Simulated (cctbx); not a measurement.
# A crystallographic session in cctbx: Be3Os

Library: cctbx 2025.11. The data are simulated by the first script.

## 1. Simulate the data

run.py:

```python
from cctbx import adptbx, crystal, miller, sgtbx, xray
from cctbx.array_family import flex
from iotbx.shelx import hklf
from scitbx import matrix
import scitbx.random

cs = crystal.symmetry(unit_cell=(6.032, 6.032, 6.468, 90, 90, 120), space_group_symbol='Hall: P 6c -2')  # P6_3cm
atoms = [  # label, site, U (iso, or U11 U22 U33 U12 U13 U23 in A^2), occupancy
    ("Os1", (0.335, 0, 0.7477), (0.0073, 0.0073, 0.0072, 0.0036, 0.0006, 0.0000), 1),
    ("Be1", (1/3, 2/3, 0.7001), (0.0144, 0.0144, 0.0149, 0.0072, 0.0000, -0.0000), 1),
    ("Be2", (0.6303, 0, 0.9184), (0.0204, 0.0252, 0.0256, 0.0126, 0.0005, 0.0000), 1),
    ("Be3", (0.2853, 0, 0.0715), (0.0182, 0.0274, 0.0371, 0.0137, 0.0019, 0.0000), 1),
    ("Be4", (0, 0, 0.8144), (0.0179, 0.0179, 0.0142, 0.0089, 0.0000, 0.0000), 1),
]
xs = xray.structure(crystal_symmetry=cs)
for label, site, u, occ in atoms:
    u = adptbx.u_cif_as_u_star(cs.unit_cell(), u) if isinstance(u, tuple) else u
    xs.add_scatterer(xray.scatterer(label, site=site, u=u, occupancy=occ))
xs.set_inelastic_form_factors(1.54184, "sasaki")
xs.show_summary()
p1 = xs.expand_to_p1()
ms = miller.build_set(p1, anomalous_flag=True, d_min=0.83)
flex.set_random_seed(119213)
scitbx.random.set_random_seed(119213)
ms = ms.select(flex.random_double(ms.size()) < 0.5)
i = ms.structure_factors_from_scatterers(p1, algorithm="direct").f_calc().as_intensity_array().data()
i = i * 5000 / flex.max(i)
sig = flex.sqrt(i + flex.pow2(0.02 * i) + 4 ** 2)
noise = scitbx.random.variate(scitbx.random.normal_distribution())(i.size())
data = ms.array(data=i + sig * noise, sigmas=sig).set_observation_type_xray_intensity()
with open("data.hkl", "w") as f:
    data.export_as_shelx_hklf(f)
print("reflections written:", data.size(), " <I/sigma> = %.1f" % flex.mean(data.data() / data.sigmas()))
for h, a, b in list(data.sort("data"))[:12]:
    print("%4d%4d%4d %9.1f %7.1f" % (h + (a, b)))
```

```console
$ python run.py
```

```text
Number of scatterers: 5
At special positions: 5
Unit cell: (6.032, 6.032, 6.468, 90, 90, 120)
Space group: P 63 c m (No. 185)
reflections written: 770  <I/sigma> = 8.3
   3  -3   0    4927.4   122.5
   3   0   0    4861.1   122.5
  -3   3   0    4721.3   122.5
   1  -2  -1    4389.1   106.3
   2  -1  -1    4382.4   106.3
  -2   1   1    4300.2   106.3
  -1   2  -1    4298.1   106.3
  -2   1  -1    4292.9   106.3
   1  -2   1    4243.9   106.3
  -1   2   1    4165.7   106.3
  -3   0  -2    4073.7    97.3
   3  -3   2    3943.1    97.3
```

It took 0.22 s on 1 thread of Arm Neoverse V2, with other jobs on the host, peak memory 0.07 GiB.

## 2. Refinement (right model, isotropic)

run.py:

```python
import math
from cctbx import adptbx, crystal, maptbx, sgtbx, xray
from cctbx.array_family import flex
from cctbx.xray import observations
from iotbx.shelx import hklf
from scitbx.lstbx import normal_eqns_solving
from smtbx import absolute_structure, utils
from smtbx.refinement import constraints, least_squares

cs = crystal.symmetry(unit_cell=(6.032, 6.032, 6.468, 90, 90, 120), space_group_symbol='Hall: P 6c -2')  # P6_3cm
atoms = [  # label, site, U (iso, or U11 U22 U33 U12 U13 U23 in A^2), occupancy
    ("Os1", (0.3303, 0, 0.755), 0.0200, 1),
    ("Be1", (1/3, 2/3, 0.7036), 0.0200, 1),
    ("Be2", (0.6224, 0, 0.9324), 0.0200, 1),
    ("Be3", (0.2828, 0, 0.0662), 0.0200, 1),
    ("Be4", (0, 0, 0.8106), 0.0200, 1),
]
xs = xray.structure(crystal_symmetry=cs)
for label, site, u, occ in atoms:
    u = adptbx.u_cif_as_u_star(cs.unit_cell(), u) if isinstance(u, tuple) else u
    xs.add_scatterer(xray.scatterer(label, site=site, u=u, occupancy=occ))
xs.set_inelastic_form_factors(1.54184, "sasaki")
raw = hklf.reader(file_name="data.hkl").as_miller_arrays(crystal_symmetry=cs, anomalous=True)[0]
merged = raw.eliminate_sys_absent().merge_equivalents()
fo2 = merged.array().set_observation_type_xray_intensity()
print("Rint %.3f, %d unique reflections to %.2f A" % (merged.r_int(), fo2.size(), fo2.d_min()))
for sc in xs.scatterers():
    sc.flags.set_grad_site(True)
    sc.flags.set_grad_u_aniso(sc.flags.use_u_aniso())
    sc.flags.set_grad_u_iso(sc.flags.use_u_iso())
obs = fo2.as_xray_observations()
extra = {}
rep = constraints.reparametrisation(xs, [], utils.connectivity_table(xs), **extra)
ls = least_squares.crystallographic_ls(obs, rep, weighting_scheme=least_squares.mainstream_shelx_weighting(a=0, b=0))
print("cycle     R1     wR2    GooF  max shift (A)")
for cycle in range(8):
    ls.build_up()
    r1, wr2, goof = ls.r1_factor(cutoff_factor=2)[0], ls.wR2(), ls.goof()
    old = xs.sites_cart()
    normal_eqns_solving.levenberg_marquardt_iterations(ls, n_max_iterations=3, tau=1e-06, step_threshold=1e-7)
    big = flex.max((xs.sites_cart() - old).norms())
    print("%4d %7.4f %7.4f %7.3f %9.5f" % (cycle + 1, r1, wr2, goof, big))
    ls.build_up(objective_only=True)
    if abs(ls.wR2() - wr2) < 5e-5 and big < 5e-4:
        break
ls.build_up()
print("final R1 %.4f wR2 %.4f GooF %.3f  parameters %d  data/parameter %.1f" % (ls.r1_factor(cutoff_factor=2)[0], ls.wR2(), ls.goof(), ls.n_parameters, fo2.size() / ls.n_parameters))
cov = ls.covariance_matrix_and_annotations()
su = dict(zip(cov.annotations, (math.sqrt(max(v, 0)) for v in cov.matrix.matrix_packed_u_diagonal())))
a2 = cs.unit_cell().reciprocal_parameters()[0] ** -2
print("atom        x        y        z      Ueq    occ   su(xyz)  su(Uiso or U11)")
for sc in xs.scatterers():
    s = max(su.get(sc.label + k, 0) for k in (".x", ".y", ".z"))
    npd = "" if sc.is_positive_definite_u(cs.unit_cell()) else "  NPD"
    print("%-5s %8.5f %8.5f %8.5f %8.4f %6.3f %8.5f %7.4f%s" % ((sc.label,) + sc.site + (sc.u_iso_or_equiv(cs.unit_cell()), sc.occupancy, s, su.get(sc.label + ".uiso", su.get(sc.label + ".u11", 0) * a2), npd)))
fo = fo2.f_sq_as_f()
fc = fo.structure_factors_from_scatterers(xs, algorithm="direct").f_calc()
diff = fo.f_obs_minus_f_calc(1 / math.sqrt(ls.scale_factor()), fc).average_bijvoet_mates()
m = diff.fft_map(symmetry_flags=maptbx.use_space_group_symmetry, resolution_factor=0.25).apply_volume_scaling()
print("difference map: max %.2f min %.2f rms %.2f" % (m.statistics().max(), m.statistics().min(), m.statistics().sigma()))
peaks = m.peak_search(parameters=maptbx.peak_search_parameters(min_distance_sym_equiv=0.6, max_clusters=6)).all()
near = xs.closest_distances(peaks.sites(), distance_cutoff=4)
sps = cs.special_position_settings(min_distance_sym_equiv=0.5)
for k, (x, h) in enumerate(zip(peaks.sites(), peaks.heights())):
    ss = sps.site_symmetry(x)
    print("Q%-3d %7.4f %7.4f %7.4f %4d %7.2f  %.2f A from %s" % ((k + 1,) + tuple(t % 1 for t in ss.exact_site()) + (ss.multiplicity(), h, near.smallest_distances[k], xs.scatterers()[near.i_seqs[k]].label)))
```

```console
$ python run.py
```

```text
Rint 0.026, 145 unique reflections to 0.83 A
cycle     R1     wR2    GooF  max shift (A)
   1  0.0869  0.1948   6.861   0.01548
   2  0.0128  0.0312   1.100   0.01280
   3  0.0122  0.0305   1.073   0.01089
   4  0.0117  0.0299   1.053   0.00934
   5  0.0113  0.0295   1.039   0.00807
   6  0.0110  0.0292   1.028   0.00701
   7  0.0108  0.0289   1.019   0.00613
   8  0.0106  0.0287   1.013   0.00538
final R1 0.0104 wR2 0.0286 GooF 1.007  parameters 13  data/parameter 11.2
atom        x        y        z      Ueq    occ   su(xyz)  su(Uiso or U11)
Os1    0.33174  0.00000  0.75501   0.0074  1.000  0.00025  0.0002
Be1    0.33333  0.66667  0.70062   0.0180  1.000  0.00883  0.0108
Be2    0.62620  0.00000  0.92146   0.0214  1.000  0.00806  0.0091
Be3    0.28327  0.00000  0.07575   0.0273  1.000  0.00863  0.0125
Be4    0.00000  0.00000  0.81238   0.0197  1.000  0.01751  0.0205
difference map: max 1.21 min -2.07 rms 0.43
Q1    0.2564  0.5234  0.3515   12    1.26  1.23 A from Be1
Q2    0.1268  0.3129  0.4311   12    1.25  1.00 A from Be2
Q3    0.0000  0.2003  0.9193    6    1.18  1.13 A from Be3
Q4    0.0000  0.0000  0.4620    2    1.16  0.97 A from Be4
Q5    0.2710  0.5075  0.9909   12    1.09  1.32 A from Be2
Q6    0.0000  0.1129  0.1192    6    1.02  1.07 A from Be3
```

Time: 0.67 s.

## 3. Refinement (right model, anisotropic)

run.py, as its changes from the last script of this kind:

```diff
@@ -12,5 +12,5 @@
-    ("Os1", (0.3303, 0, 0.755), 0.0200, 1),
-    ("Be1", (1/3, 2/3, 0.7036), 0.0200, 1),
-    ("Be2", (0.6224, 0, 0.9324), 0.0200, 1),
-    ("Be3", (0.2828, 0, 0.0662), 0.0200, 1),
-    ("Be4", (0, 0, 0.8106), 0.0200, 1),
+    ("Os1", (0.33174, 0, 0.75501), 0.0074, 1),
+    ("Be1", (1/3, 2/3, 0.70062), 0.0180, 1),
+    ("Be2", (0.6262, 0, 0.92146), 0.0214, 1),
+    ("Be3", (0.28327, 0, 0.07575), 0.0273, 1),
+    ("Be4", (0, 0, 0.81238), 0.0197, 1),
@@ -22,0 +23 @@
+xs.convert_to_anisotropic()
@@ -55,0 +57,4 @@
+fc = fo2.structure_factors_from_scatterers(xs, algorithm="direct").f_calc()
+absolute_structure.flack_analysis(xs, fo2.as_xray_observations()).show()
+h = absolute_structure.hooft_analysis(fo2, fc, scale_factor=ls.scale_factor())
+print("Hooft y: %.3f(%.0f)  Bijvoet pairs: %d" % (h.hooft_y, 1000 * h.sigma_y, h.n_bijvoet_pairs))
```

```console
$ python run.py
```

```text
Rint 0.026, 145 unique reflections to 0.83 A
cycle     R1     wR2    GooF  max shift (A)
   1  0.0104  0.0286   1.052   0.00563
   2  0.0090  0.0262   0.965   0.00526
   3  0.0083  0.0250   0.919   0.00390
   4  0.0080  0.0243   0.892   0.00049
   5  0.0079  0.0242   0.889   0.00039
final R1 0.0079 wR2 0.0241 GooF 0.888  parameters 24  data/parameter 6.0
atom        x        y        z      Ueq    occ   su(xyz)  su(Uiso or U11)
Os1    0.33342  0.00000  0.75501   0.0076  1.000  0.00034  0.0004
Be1    0.33333  0.66667  0.70014   0.0009  1.000  0.00512  0.0091  NPD
Be2    0.62746  0.00000  0.92137  -0.0049  1.000  0.00583  0.0036  NPD
Be3    0.28308  0.00000  0.07604   0.1056  1.000  0.01231  0.0301  NPD
Be4    0.00000  0.00000  0.81230   0.0716  1.000  0.03402  0.0484
Flack x: 0.2(5)
Hooft y: 0.097(173)  Bijvoet pairs: 63
difference map: max 1.26 min -1.82 rms 0.33
Q1    0.1810  0.4202  0.4357   12    1.33  0.98 A from Be2
Q2    0.0000  0.1476  0.0919    6    1.08  0.82 A from Be3
Q3    0.0000  0.0000  0.4444    2    1.05  0.85 A from Be4
Q4    0.0000  0.1968  0.9138    6    0.86  1.17 A from Be3
Q5    0.0888  0.5119  0.5515   12    0.78  1.12 A from Be2
Q6    0.1453  0.3801  0.6342   12    0.70  1.10 A from Os1
```

Time: 0.51 s.

## 4. Refinement

run.py, as its changes from the last script of this kind:

```diff
@@ -14,3 +14,3 @@
-    ("Be2", (0.6262, 0, 0.92146), 0.0214, 1),
-    ("Be3", (0.28327, 0, 0.07575), 0.0273, 1),
-    ("Be4", (0, 0, 0.81238), 0.0197, 1),
+    ("N1", (0.6262, 0, 0.92146), 0.0214, 1),
+    ("Be2", (0.28327, 0, 0.07575), 0.0273, 1),
+    ("Be3", (0, 0, 0.81238), 0.0197, 1),
@@ -37 +37 @@
-for cycle in range(8):
+for cycle in range(12):
@@ -57,4 +56,0 @@
-fc = fo2.structure_factors_from_scatterers(xs, algorithm="direct").f_calc()
-absolute_structure.flack_analysis(xs, fo2.as_xray_observations()).show()
-h = absolute_structure.hooft_analysis(fo2, fc, scale_factor=ls.scale_factor())
-print("Hooft y: %.3f(%.0f)  Bijvoet pairs: %d" % (h.hooft_y, 1000 * h.sigma_y, h.n_bijvoet_pairs))
```

```console
$ python run.py
```

```text
Rint 0.026, 145 unique reflections to 0.83 A
cycle     R1     wR2    GooF  max shift (A)
   1  0.0162  0.0415   1.528   0.00815
   2  0.0123  0.0334   1.230   0.00676
   3  0.0122  0.0329   1.210   0.00689
   4  0.0122  0.0326   1.200   0.00716
   5  0.0121  0.0324   1.191   0.00731
   6  0.0120  0.0321   1.181   0.00735
   7  0.0119  0.0318   1.169   0.00740
   8  0.0117  0.0315   1.157   0.00757
   9  0.0115  0.0310   1.142   0.00759
  10  0.0112  0.0305   1.120   0.00678
  11  0.0109  0.0299   1.099   0.00598
  12  0.0107  0.0295   1.084   0.00554
final R1 0.0106 wR2 0.0292 GooF 1.074  parameters 24  data/parameter 6.0
atom        x        y        z      Ueq    occ   su(xyz)  su(Uiso or U11)
Os1    0.33167  0.00000  0.75493   0.0075  1.000  0.00034  0.0004
Be1    0.33333  0.66667  0.69892   0.0051  1.000  0.00714  0.0118
N1     0.63510  0.00000  0.93128   0.0386  1.000  0.00757  0.0166  NPD
Be2    0.28353  0.00000  0.07627   0.3223  1.000  0.08455  0.3744
Be3    0.00000  0.00000  0.81205   0.0658  1.000  0.04289  0.0516
difference map: max 1.38 min -1.65 rms 0.43
Q1    0.0000  0.1223  0.7432    6    1.43  0.86 A from Be3
Q2    0.2682  0.5056  0.9799   12    1.41  1.29 A from N1
Q3    0.0000  0.1379  0.9227    6    1.29  1.10 A from Be3
Q4    0.0000  0.1965  0.5623    6    1.09  1.32 A from N1
Q5    0.0579  0.1360  0.6014   12    1.02  1.21 A from Be2
Q6    0.0645  0.4712  0.7420   12    0.96  0.73 A from Os1
```

Time: 0.84 s.

This run holds a fault made on purpose: wrong element: N1 is Be.

## 5. Refinement

run.py, as its changes from the last script of this kind:

```diff
@@ -14,3 +14,3 @@
-    ("N1", (0.6262, 0, 0.92146), 0.0214, 1),
-    ("Be2", (0.28327, 0, 0.07575), 0.0273, 1),
-    ("Be3", (0, 0, 0.81238), 0.0197, 1),
+    ("Be2", (0.6262, 0, 0.92146), 0.0214, 1),
+    ("Be3", (0.28327, 0, 0.07575), 0.0273, 1),
+    ("Be4", (0, 0, 0.81238), 0.0197, 1),
@@ -22 +22 @@
-xs.set_inelastic_form_factors(1.54184, "sasaki")
+# no anomalous dispersion
```

```console
$ python run.py
```

```text
Rint 0.026, 145 unique reflections to 0.83 A
cycle     R1     wR2    GooF  max shift (A)
   1  0.0168  0.0405   1.491   0.00487
   2  0.0097  0.0268   0.987   0.00364
   3  0.0095  0.0263   0.969   0.00633
   4  0.0089  0.0253   0.931   0.00077
   5  0.0088  0.0253   0.929   0.00067
   6  0.0088  0.0252   0.929   0.00063
   7  0.0087  0.0252   0.928   0.00071
   8  0.0087  0.0252   0.928   0.00072
   9  0.0087  0.0252   0.927   0.00065
  10  0.0087  0.0252   0.927   0.00055
  11  0.0087  0.0252   0.927   0.00047
final R1 0.0087 wR2 0.0252 GooF 0.926  parameters 24  data/parameter 6.0
atom        x        y        z      Ueq    occ   su(xyz)  su(Uiso or U11)
Os1    0.33348  0.00000  0.75501   0.0094  1.000  0.00042  0.0005
Be1    0.33333  0.66667  0.69996   0.0020  1.000  0.01077  0.0130  NPD
Be2    0.62754  0.00000  0.92075  -0.0087  1.000  0.00678  0.0041  NPD
Be3    0.28264  0.00000  0.07563   0.0826  1.000  0.01357  0.0291  NPD
Be4    0.00000  0.00000  0.81236   0.0393  1.000  0.04297  0.0396
difference map: max 1.87 min -1.66 rms 0.36
Q1    0.0000  0.0000  0.4497    2    1.98  0.89 A from Be4
Q2    0.0000  0.1365  0.0922    6    1.72  0.89 A from Be3
Q3    0.1802  0.4241  0.4379   12    1.18  0.98 A from Be2
Q4    0.0000  0.1921  0.9063    6    1.13  1.22 A from Be3
Q5    0.0000  0.0000  0.1352    2    1.04  1.15 A from Be4
Q6    0.0000  0.4800  0.5472    6    1.03  1.04 A from Be2
```

Time: 0.75 s.

This run holds a fault made on purpose: anomalous dispersion left out.

## 6. Refinement

run.py, as its changes from the last script of this kind:

```diff
@@ -16,0 +17 @@
+    ("Be5", (0.028, 0.792, 0.699), 0.0300, 1),
@@ -22,2 +23 @@
-# no anomalous dispersion
-xs.convert_to_anisotropic()
+xs.set_inelastic_form_factors(1.54184, "sasaki")
```

```console
$ python run.py
```

```text
Rint 0.026, 145 unique reflections to 0.83 A
cycle     R1     wR2    GooF  max shift (A)
   1  0.0137  0.0368   1.313   0.00529
   2  0.0141  0.0364   1.296   0.00463
   3  0.0139  0.0361   1.286   0.00409
   4  0.0137  0.0359   1.277   0.00364
   5  0.0136  0.0356   1.270   0.00325
   6  0.0135  0.0354   1.262   0.00292
   7  0.0134  0.0352   1.256   0.00264
   8  0.0133  0.0351   1.250   0.00239
   9  0.0133  0.0349   1.244   0.00218
  10  0.0132  0.0348   1.239   0.00200
  11  0.0131  0.0346   1.234   0.00186
  12  0.0131  0.0345   1.229   0.00187
final R1 0.0130 wR2 0.0344 GooF 1.224  parameters 16  data/parameter 9.1
atom        x        y        z      Ueq    occ   su(xyz)  su(Uiso or U11)
Os1    0.33191  0.00000  0.75504   0.0074  1.000  0.00031  0.0002
Be1    0.33333  0.66667  0.69955   0.0165  1.000  0.01038  0.0135
Be2    0.63042  0.00000  0.91741   0.0202  1.000  0.00930  0.0117
Be3    0.28451  0.00000  0.07508   0.0322  1.000  0.01101  0.0182
Be4    0.00000  0.00000  0.81116   0.0197  1.000  0.02091  0.0264
Be5    0.00000  0.78002  0.69629   0.0471  1.000  0.00971  0.0149
difference map: max 2.38 min -2.04 rms 0.49
Q1    0.0000  0.0000  0.4618    2    2.41  0.97 A from Be4
Q2    0.0000  0.1995  0.9594    6    1.92  0.91 A from Be3
Q3    0.0000  0.4187  0.8949    6    1.72  1.05 A from Os1
Q4    0.0000  0.2171  0.5486    6    1.56  1.25 A from Be2
Q5    0.0000  0.4110  0.5258    6    1.45  0.74 A from Be2
Q6    0.0740  0.4707  0.7384   12    1.22  0.73 A from Os1
```

Run time: 0.86 s on 1 thread of Arm Neoverse V2, with other jobs on the host, peak memory 0.09 GiB.

This run holds a fault made on purpose: spurious atom: Be5.

[Logs are printed without paths, hosts, clocks, repeated set-up lines and the standing remarks that a program may print on its own settings, such as how far it seeks lower states.]
